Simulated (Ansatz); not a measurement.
# Be (P6_3/mmc, 2 atoms in the cell): modes against uniaxial strain along c, part 2 of 2

Aim: how do the optical modes of Be (P6_3/mmc, 2 atoms in the cell) shift and split under this strain?

Ansatz 0.2.0; DFT LDA, scalar-relativistic, plane waves, PAW; PAW set soft_1.

So far, highest optical mode at the zone centre (no LO-TO term) (cm⁻¹): step 5 (modes at rest) 715; step 7 (strain 4 %) 627.

## 8. Relaxation of a member: uniaxial strain of -4 % along c

The cell takes a uniaxial strain of -4 % along c. The strained length and the angles are held, while the rest of the cell and the atoms relax.

File input.yaml:

```yaml
crystal:
  lattice:
    - [2.2320306542, 0.0, 0.0]
    - [-1.1160153271, 1.9329952486, 0.0]
    - [0.0, 0.0, 3.3709311421]
  atoms:
    - { symbol: Be, position: [0.3333333294, 0.6666666706, 0.25] }
    - { symbol: Be, position: [0.6666666706, 0.3333333294, 0.75] }
kpoints:
  mp_grid: { grid: [24, 24, 12] }
hamiltonian:
  xc: lda
  pseudopotentials: { kind: paw, azcp: { folder: soft_1 }, xc_functional: pbe }
scf:
  occupations: { method: methfessel_paxton, width: 0.2 }
output:
  forces: true
  stress: true
  eigenvalues: true
relax:
  adjacent_minimum: "off"
  f_tol: 0.001
  max_steps: 60
  cell: { stress_tol: 0.01, fix: [c, angles] }
```

The run is started by

```
> ansatz run input.yaml --threads 4 --pin off --max-ram 10240MiB --backend cpu --events-out ev --progress --plain --runs-dir out
```

Numbers of over 12 decimals in the logs are rounded to 6 here.

What it wrote:

```text
[...]
Crystal: 2 atoms, lattice volume = 14.544 Å³
Basis set: ecut = 420 eV, 299 PW (Γ)
Bands: 6, of which v1, the nominal top of the filled ones, is band 2 counted from 1 (1 counted from 0)
Symmetry: 8 space group operations
k-points: 1099 of 6912
[...]
P = ⅓ Tr σ = 5.7312 GPa (57.312 kbar)
--- Band table (eV; the first three rows and the last of 1099) ---
[...]
--- Relaxed structure (3 steps of the walk, 3 accepted, 1 SCFs on fresh bases) ---
[...]
cell:  # Å, volume = 14.5739 Å³
    - [2.234332, -1.3617038524863782e-19, 0]
    - [-1.117166, 1.934989, 0]
    - [0, 0, 3.3709311421]
  atoms:
    - { symbol: Be, position: [0.333333, 0.666667, 0.25] }
    - { symbol: Be, position: [0.666667, 0.333333, 0.75] }
[key lines of the parts left out:]
SCF converged after 4 iterations
Free energy (F): -176.435837 eV
Fermi energy:    8.513384 eV
```

Run time: 6.6 s. Hardware: 4 threads of Arm Neoverse V2, shared host; peak memory 0.44 GiB.

The steps of the relaxation:

| step | energy less that of the first step (eV) | largest force component (eV/Å) | pressure (GPa) | volume (Å³) |
| --- | --- | --- | --- | --- |
| 1 | 0.0000 | 0.0000 | 6.01 | 14.54 |
| 2 | 0.0000 | 0.0000 | 5.87 | 14.56 |
| 3 | 0.0000 | 0.0000 | 5.73 | 14.57 |
| 4* | 0.0000 | 0.0000 | 5.73 | 14.57 |

Relaxation steps marked * repeat the geometry before them on a plane-wave basis chosen anew for their cell, so energy and pressure can jump there.

| conventional cell, symmetrised | before | after | change |
| --- | --- | --- | --- |
| a (Å) | 2.232 | 2.234 | +0.1 % |
| b (Å) | 2.232 | 2.234 | +0.1 % |
| c (Å) | 3.371 | 3.371 | -0.0 % |
| volume (Å³/atom) | 7.27 | 7.29 | +0.2 % |

Final coordinates:

```xyz
2
Lattice="2.2343 0.0000 0.0000 -1.1172 1.9350 0.0000 0.0000 0.0000 3.3709" Properties=species:S:1:pos:R:3 pbc="T T T"
Be    0.0000    1.2900    0.8427
Be    1.1172    0.6450    2.5282
```

Numbers from this step:

| Property | Result |
| --- | --- |
| pressure | 5.731 GPa |
| volume per atom | 7.287 Å³ |

The forces vanish by symmetry.

The cell grew by 0.2 % in volume.

## 9. Zone-centre modes of the member: uniaxial strain of -4 % along c

The zone-centre modes follow for uniaxial strain of -4 % along c.

input.yaml, the sections that differ from step 8:

```yaml
crystal:
  lattice:
    - [2.2343324399, 0.0, 0.0]
    - [-1.11716622, 1.9349886535, 0.0]
    - [0.0, 0.0, 3.3709311421]
  atoms:
    - { symbol: Be, position: [0.3333333296, 0.6666666704, 0.25] }
    - { symbol: Be, position: [0.6666666704, 0.3333333296, 0.75] }
output:
  eigenvalues: true
phonons:
  method: dfpt
# kpoints, hamiltonian, scf: as in step 8
# relax: removed
```

What it wrote:

```text
[...]
Crystal: 2 atoms, lattice volume = 14.574 Å³
Basis set: ecut = 420 eV, 299 PW (Γ), exchange–correlation on 30×30×48 points (8 copies of the dense FFT grid, shifted against one another)
Bands: 6, of which v1, the nominal top of the filled ones, is band 2 counted from 1 (1 counted from 0)
Symmetry: 24 space group operations
k-points: 1099 of 6912 (irreducible under 4 space group operations, time reversal used)
[...]
Free energy (F): -176.435838 eV
[...]
Internal energy: -176.436263 eV  (E = F + TS)
E sigma→0 (E₀):  -176.435944 eV
Entropy (-TS):   0.000424 eV (0.212 meV/atom)
Fermi energy:    8.513383 eV
[...]
--- Band table (eV; the first three rows and the last of 1099) ---
[...]
ASR residual: 3.252e-6 → 0.000e0 eV/Å²; symmetrization residual: 1.638e-11 eV/Å²
  ASR residual per site (eV/Å²): 3.25e-6 3.25e-6
  Γ frequencies (cm⁻¹): 0.00 0.00 0.00 521.49 521.49 802.81
[...]
[key lines of the parts left out:]
SCF converged after 7 iterations
```

It took 4.8 s on 4 threads; peak memory 0.55 GiB.

This step gave:

```
sum-rule residual before enforcement                    : 3.25e-6 eV/Å²
highest optical mode at the zone centre (no LO-TO term) : 802.8 cm⁻¹
lowest optical zone-centre mode                         : 521.5 cm⁻¹
```

Patterns of degenerate modes are one choice out of their space. Modes at Γ:

| mode | frequency (cm⁻¹) | symmetry |
| --- | --- | --- |
| 1 | 0.0 | acoustic |
| 2 | 0.0 | acoustic |
| 3 | 0.0 | acoustic |
| 4 | 521.5 | E2g |
| 5 | 521.5 | E2g |
| 6 | 802.8 | B1g |

Displacements in mode 5 (521.5 cm⁻¹), the largest set to 1:
```
Be1  1.00  0.00  0.00
Be2 -1.00  0.00  0.00
```

Displacements in mode 6 (802.8 cm⁻¹), the largest set to 1:
```
Be1  0.00  0.00  1.00
Be2  0.00  0.00 -1.00
```

The lowest optical mode is real, 521 cm⁻¹, and the highest lies at 802.8 cm⁻¹.

Between step 5 and this run (strain -4 %) the value for the highest optical mode at the zone centre (no LO-TO term) moves from 715 cm⁻¹ to 803 cm⁻¹ (+12 %).

## 10. All members side by side

The members are set side by side, also those not shown above.

Stress is positive in compression; energies are extrapolated to zero smearing, and E0 is that at rest; the edges not held and the atoms are relaxed in each cell; all runs use 24×24×12 k points and Methfessel-Paxton smearing of 0.2 eV. State of the crystal along the series:

| strain (%) | stress along the axis (GPa) | free strain along a (%) | free strain along b (%) | E - E0 (meV/atom) |
| --- | --- | --- | --- | --- |
| -4 | 17.19 | 0.2921 | 0.2921 | 15.82 |
| -3 | 12.73 | 0.1888 | 0.1888 | 8.767 |
| -2 | 8.336 | 0.1118 | 0.1118 | 3.827 |
| -1 | 4.093 | 0.04984 | 0.04984 | 0.94 |
| 0 | 0.006594 | 0 | 0 | 0 |
| 1 | -3.926 | -0.03177 | -0.03177 | 0.9384 |
| 2 | -7.65 | -0.05931 | -0.05931 | 3.679 |
| 3 | -11.15 | -0.08515 | -0.08515 | 8.113 |
| 4 | -14.44 | -0.1072 | -0.1072 | 14.14 |

Optical modes are counted from below at rest and tracked from member to member by their patterns, and modes that stay within 0.3 cm⁻¹ of each other stand once; labels, where given, are those at rest; the edges not held and the atoms are relaxed in each cell; all runs use 24×24×12 k points and Methfessel-Paxton smearing of 0.2 eV. Optical modes along the series:

| strain (%) | optical mode 1 E2g (cm⁻¹) | optical mode 2 B1g (cm⁻¹) |
| --- | --- | --- |
| -4 | 521.5 | 802.8 |
| -3 | 509.6 | 781.4 |
| -2 | 498.6 | 759.5 |
| -1 | 488.1 | 737.4 |
| 0 | 478.3 | 715.1 |
| 1 | 469 | 692.6 |
| 2 | 460.4 | 670.2 |
| 3 | 452.4 | 648.3 |
| 4 | 444.8 | 626.7 |

Value and slope at zero strain of a cubic (a lower polynomial where under five rows exist) through the rows within 2 % of rest. Slopes at rest:

| mode | frequency (cm⁻¹) | shift per percent of strain (cm⁻¹) | shift per GPa of compressive stress (cm⁻¹) |
| --- | --- | --- | --- |
| optical mode 1 E2g | 478.3 | -9.55 | 2.38 |
| optical mode 2 B1g | 715 | -22.42 | 5.59 |

## 11. What came out

```
members                                                          : 9
highest optical mode at the zone centre (no LO-TO term), at rest : 715.1 cm⁻¹
Young’s modulus along c                                          : 401 GPa
optical mode 1 E2g, shift per percent                            : -9.55 cm⁻¹
optical mode 2 B1g, shift per percent                            : -22.42 cm⁻¹
```

**Reading.** The stress changes by 4.01 GPa for each percent, a Young’s modulus of 401 GPa along c. For each percent the free edge responds with -0.04 %. The fastest shift in the table of slopes is -22.4 cm⁻¹ for each percent (optical mode 2 B1g), or 5.6 cm⁻¹ for each GPa of compressive stress. For small strain, the measured shift of a line that Raman or infrared light can see, divided by its slope, estimates the stress, if the state of stress is of this kind. These are harmonic frequencies at zero temperature: anharmonic shifts, linewidths and thermal expansion are left out. With no gap, or one that is small against the smearing, the frequencies hang on the k mesh and the smearing, most of all near Kohn anomalies. The PAW files were made for PBE; the program adapts parts of them to the functional of the run, but their partial waves stay those of PBE, an approximation that was not tested in this session. Only the zone centre was solved, so an instability at another wavevector cannot show here.

[Logs are printed without paths, hosts, clocks, repeated set-up lines and the standing remarks that a program may print on its own settings, such as how far it seeks lower states.]

[Hosts, paths, dates, database ids (printed as entryN), source tags and the programs' standing remarks are cut or masked in the printed files.]
